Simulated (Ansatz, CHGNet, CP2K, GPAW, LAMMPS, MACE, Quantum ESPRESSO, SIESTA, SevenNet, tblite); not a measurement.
**tblite on amorphous 59Ga2O3-41P2O5 (mol %) (64 atoms): settings against a plane-wave reference**

Aim: run amorphous 59Ga2O3-41P2O5 (mol %) (64 atoms) in tblite and see how near its forces come to a plane-wave reference, and at what cost.

Method: the method is named at each step, in tblite 0.8.0.

## (1) Set-up

The cell holds 64 atoms: 13 Ga, 9 P and 42 O. Its edges and angles: a = 9.037 Å, b = 9.037 Å, c = 9.037 Å, α = 90.0°, β = 90.0°, γ = 90.0°. 64 atoms (13 Fe, 9 P, 42 O) placed at random at 3.33 g/cm³, melted at 5000 K for 10 ps at fixed volume with the Morse and Coulomb pair potential with partial charges (Pedone, Malavasi, Menziani, Cormack and Segre, J. Phys. Chem. B 110, 11780 (2006)). Quenched from 5000 K to 300 K at 100 K/ps and fixed volume, held 10 ps at zero pressure, then minimised at fixed cell. Then Fe was replaced by Ga and the cell scaled by 1.005 (the potential has no terms for the new elements, so the cell is a start for a DFT relaxation).

The yardstick, on the same geometry:

| Item | Value |
| --- | --- |
| method | Kohn-Sham DFT, PBE, SSSP efficiency 1.3.0 pseudopotentials, plane waves (Quantum ESPRESSO 7.5); sssp-pbe-1.3.0-efficiency, cutoffs 60/480 Ry, Γ point |
| r.m.s. force component | 1.059 eV/Å |
| longest force | 3.454 eV/Å |
| pressure | -0.4717 GPa |
| gap (highest filled to lowest empty level) | 1.376 eV |
| time | 4.8 min on 2 MPI ranks of Arm Neoverse V2, shared host |
| CPU time | 9.7 min |

## (2) GFN2-xTB

Method: GFN2-xTB tight binding, diagonalisation.

File run.py:

```python
import numpy as np
from ase.io import read
from tblite.ase import TBLite

atoms = read("structure.xyz")
atoms.calc = TBLite(method="GFN2-xTB", electronic_temperature=580, accuracy=1.0, max_iterations=250, mixer_damping=0.4, verbosity=1)
energy = atoms.get_potential_energy()
forces = atoms.get_forces()
print(f"energy {energy:.6f} eV")
print("forces (eV/A)")
for i, (a, f) in enumerate(zip(atoms, forces)):
    print(f"{i:4d} {a.symbol:2s} {f[0]:10.5f} {f[1]:10.5f} {f[2]:10.5f}")
stress = -atoms.get_stress(voigt=False) * 160.21766
print("stress (GPa, compression positive)")
for row in stress:
    print(" ".join(f"{x:10.4f}" for x in row))
print("charges (e)")
print(np.array2string(atoms.get_charges(), precision=4, suppress_small=True, max_line_width=110, threshold=100000))
```

File structure.xyz:

```xyz
64
Lattice="9.03743 0.00000 0.00000 0.00000 9.03743 0.00000 0.00000 0.00000 9.03743" Properties=species:S:1:pos:R:3 pbc="T T T"
Ga 1.44554 6.65209 6.27758
Ga 2.95723 0.27673 2.17621
Ga 0.61590 1.54540 4.64940
Ga 5.10832 6.04767 5.34916
Ga 5.02987 1.89578 7.52140
Ga 0.38418 4.19481 8.62695
Ga 4.42906 7.38250 8.08407
Ga 8.28497 8.81402 2.33979
Ga 1.66433 3.87679 3.08294
Ga 2.16971 0.79349 7.70956
Ga 4.84424 2.63965 3.91420
Ga 3.86043 8.92898 5.14935
Ga 6.10515 4.69820 8.73549
P 7.65154 3.14864 2.11376
P 5.46295 7.03871 2.14314
P 7.59126 8.31923 5.57754
P 1.61878 7.04721 0.11758
P 1.62240 6.76560 3.32677
P 3.30589 3.06062 0.90410
P 7.92944 0.71161 8.34860
P 2.71096 3.74791 6.11500
P 7.39443 3.93300 6.07116
O 1.88783 3.54999 0.60307
O 6.31283 3.21389 2.82628
O 7.65217 3.76174 0.69145
O 2.06876 5.76651 2.27409
O 4.49712 3.56102 0.10800
O 3.47778 3.32180 2.41390
O 4.82662 6.43555 3.39265
O 8.17228 0.22006 4.51474
O 7.97119 1.66334 2.00242
O 4.07272 0.12490 7.58340
O 6.29177 3.43386 7.03546
O 1.46768 7.89700 7.84169
O 2.96925 6.40284 8.82044
O 7.68308 0.08884 6.92846
O 5.90171 5.93669 1.17613
O 8.84394 3.81389 2.80260
O 5.62553 6.07930 7.46817
O 6.56922 1.33700 8.61104
O 1.79086 8.15429 1.13483
O 8.34715 4.53561 7.09547
O 3.97050 4.25699 5.42869
O 0.14550 1.60197 8.15962
O 3.51538 7.10993 6.05670
O 2.53762 7.92339 3.67335
O 1.45765 1.45774 2.93057
O 6.62426 7.90802 2.56555
O 1.87563 0.54577 5.76895
O 6.13027 7.92131 5.42951
O 4.53851 7.92357 1.28368
O 8.22768 8.65894 0.31007
O 8.15773 2.78967 5.41143
O 4.96191 1.64707 5.60158
O 2.97765 2.62989 7.13342
O 6.72349 4.88690 5.11799
[... 4 atom lines left out ...]
O 4.24958 0.87274 3.38470
O 8.62704 7.22262 5.80745
O 1.93808 4.77583 6.91553
O 3.20648 1.55417 0.63370
```

On the command line:

```console
OMP_NUM_THREADS=1 python run.py > output.txt
```

The log of the run:

```text
------------------------------------------------------------
  cycle        total energy    energy error   density error
------------------------------------------------------------
      1     -203.8266178826  -2.0460342E+02   4.6918842E-01
      2     -208.8571052042  -5.0304873E+00   3.1600642E-01
      3     -210.8832389066  -2.0261337E+00   2.0553897E-01
      4     -212.0429572786  -1.1597184E+00   1.5065144E-01
      5     -212.5624317916  -5.1947451E-01   6.3710093E-02
      6     -212.6125539376  -5.0122146E-02   4.9227426E-02
      7     -212.6456934487  -3.3139511E-02   1.9745846E-02
      8     -212.6451617434   5.3170524E-04   1.4746289E-02
      9     -212.6476120279  -2.4502845E-03   8.9818015E-03
     10     -212.6479198404  -3.0781244E-04   7.1296233E-03
     11     -212.6480642221  -1.4438171E-04   5.6876009E-03
     12     -212.6481565677  -9.2345643E-05   4.1777355E-03
     13     -212.6483072095  -1.5064177E-04   2.5099987E-03
     14     -212.6483457641  -3.8554638E-05   1.2885611E-03
     15     -212.6483568634  -1.1099209E-05   7.8718794E-04
     16     -212.6483628102  -5.9467992E-06   3.9306744E-04
     17     -212.6483637858  -9.7561323E-07   2.0214154E-04
     18     -212.6483641523  -3.6650800E-07   1.2182281E-04
     19     -212.6483642051  -5.2825129E-08   8.2016445E-05
     20     -212.6483642409  -3.5839776E-08   5.8843814E-05
     21     -212.6483642547  -1.3740362E-08   4.4509644E-05
     22     -212.6483642580  -3.3174956E-09   3.3610785E-05
     23     -212.6483642640  -6.0249192E-09   2.3905490E-05
     24     -212.6483642689  -4.8970890E-09   1.5115359E-05
------------------------------------------------------------
 total:                                   4.608 sec
energy -5786.456728 eV
forces (eV/A)
   0 Ga    0.11319    0.18258   -0.66364
   1 Ga   -0.35584   -0.63204   -0.05229
   2 Ga    0.07099   -0.13815    0.33695
   3 Ga    0.40957   -0.03013   -0.13970
   4 Ga    0.53812    0.08097   -0.49413
   5 Ga    0.17236   -0.10538   -0.46854
   6 Ga   -0.80735   -0.32613    0.80974
   7 Ga   -0.36733   -0.15105   -0.31693
   8 Ga   -0.30150    0.15856   -0.40776
   9 Ga   -0.62461   -0.06642   -0.13069
  10 Ga    0.26737   -0.33465    0.20009
  11 Ga   -0.23232    0.18630   -0.16248
  12 Ga   -0.19223    0.66407    0.24032
  13 P     1.00047   -2.10232    0.90838
  14 P     0.46374   -0.17608   -0.48406
  15 P     1.18864   -0.53113    1.06996
  16 P     1.83970    0.24438   -0.18737
  17 P    -0.47388    0.47496   -0.80917
  18 P    -0.60685   -0.29785   -0.19351
  19 P    -0.07418   -0.37178    0.21164
  20 P    -0.08913   -0.54453   -0.17932
  21 P     0.60789   -1.62976   -0.46451
  22 O    -1.09823    1.01512   -0.07984
  23 O    -1.25160    0.74103    0.38233
[...]
56 O    -1.73852    0.46459   -0.37832
  57 O    -0.52450   -0.78166    1.80444
  58 O    -0.92215   -0.52280    0.31579
  59 O    -0.92800   -0.36017   -1.20682
  60 O    -0.03937   -0.21740    0.21734
  61 O     0.38972   -1.31844    0.03765
  62 O    -1.01923    1.31215    1.04451
  63 O     0.07117   -1.85906   -0.25436
stress (GPa, compression positive)
   -5.8953     0.1364     1.1044
    0.1364    -3.9953     0.8885
    1.1044     0.8885    -3.3394
charges (e)
[ 0.2964  0.2905  0.3116  0.2774  0.3145  0.2635  0.3663  0.2254  0.2818  0.3156  0.3534  0.4045  0.2744
  0.5852  0.4974  0.6192  0.5791  0.5905  0.7364  0.5794  0.7496  0.5927 -0.2349 -0.1744 -0.1586 -0.2772
 -0.2189 -0.1852 -0.195  -0.1685 -0.2355 -0.2386 -0.2261 -0.22   -0.2831 -0.1877 -0.2291 -0.1884 -0.2309
 -0.233  -0.2506 -0.2135 -0.2183 -0.2213 -0.2442 -0.2384 -0.3059 -0.19   -0.2895 -0.1811 -0.2226 -0.2167
 -0.259  -0.268  -0.2864 -0.1822 -0.2137 -0.2545 -0.1746 -0.2349 -0.2459 -0.2195 -0.2523 -0.2365]
```

It took 5.1 s on 1 thread of Arm Neoverse V2, shared host; peak memory 0.11 GiB.

Banners, paths, timers and routine set-up lines are dropped from the logs unmarked, and long logs keep their key lines alone; longer cuts are marked.

Against the reference:

```
r.m.s. force component                  : 0.7986 eV/Å
r.m.s. difference of force components   : 375.5 meV/Å
longest difference of force vectors     : 1437 meV/Å
force difference over r.m.s. force      : 35.46 %
slope of forces against the reference's : 0.7214
correlation of force components         : 0.9567
pressure                                : -4.41 GPa
pressure difference                     : -3.938 GPa
```

Length of the force difference by element (eV/Å):

```csv
element,atoms,mean,most
Ga,13,0.74,1.4
O,42,0.52,1.2
P,9,0.57,1.1
```

A closer look about O42, which bears the longest force: 10 atoms, nearest first, numbered in the order of the input, with positions taken from that point.

```csv
atom,x,y,z,distance (Å),bonds,Mulliken charge (e),Fx,Fy,Fz (eV/Å)
O42,0.00,0.00,0.00,0.00,2,-0.21,1.63,1.82,1.58
P22,-0.95,-0.60,-1.02,1.52,4,0.59,0.61,-1.63,-0.46
Ga6,1.07,-0.34,1.53,1.90,5,0.26,0.17,-0.11,-0.47
O33,-2.06,-1.10,-0.06,2.33,3,-0.23,-1.84,-0.65,1.87
O53,-0.19,-1.75,-1.68,2.43,2,-0.26,-0.07,-0.47,-0.70
O56,-1.62,0.35,-1.98,2.58,2,-0.18,-0.40,0.92,-0.86
O63,2.63,0.24,-0.18,2.65,3,-0.25,-1.02,1.31,1.04
Ga13,-2.24,0.16,1.64,2.78,5,0.27,-0.19,0.66,0.24
O59,1.20,1.50,2.04,2.80,2,-0.17,-0.92,-0.52,0.32
O25,-0.69,-0.77,2.63,2.83,3,-0.16,-0.34,0.97,-1.61
```

Atoms are counted from 1 here, from 0 in the log.

Forces lie 35 % from the reference's, at 0.0088 times its CPU time (on 1 against 2 cores).

Left out of this page: tblite IPEA1-xTB (killed or ended with an error).

## (3) Summary of results

```yaml
force_difference_from_the_reference: tblite GFN2-xTB, 35 %
its_cpu_time: 5.1 s
```

In words: Tight binding differs by 35 % (tblite GFN2-xTB); it is another model, with fitted parameters of its own, and the xTB methods hold dispersion. One electronic-structure run takes under half the reference's CPU time: tblite GFN2-xTB, at 35 % in 5.1 s against 9.7 min; its pressure misses by -3.9 GPa. Periodic xTB results under one method name differ between programs and library versions. The reference's pressure holds the uncorrected Pulay stress of its 60 Ry basis, so small pressure differences, and their order, may be the reference's own error. In our tests on small cells the SSSP efficiency potentials stood apart from two norm-conserving sets, for C–F bonds most and for P–O bonds less, so differences between them and other runs here needn't be the other run's error. The quench rate of 100 K/ps is many orders above laboratory rates, so the cell is likely richer in defects and strain than a real sample. The network of bonds at the start is that of the classical potential that made the cell, and needn't be the one that DFT or experiment would give. The reference's stress is far from hydrostatic: its diagonal is -2.5, -0.2, 1.3 GPa, compression counted positive. The electronic-structure runs sample only Γ, in a cell whose shortest periodic width is 9 Å.

[Also dropped from logs without a mark: logging warnings of Python, and SIESTA's first energy breakdown and zero terms.]

[Logs are printed without paths, hosts, clocks, repeated set-up lines and the standing remarks that a program may print on its own settings, such as how far it seeks lower states.]

[Hosts, paths, dates, database ids (printed as entryN), source tags and the programs' standing remarks are cut or masked in the printed files.]
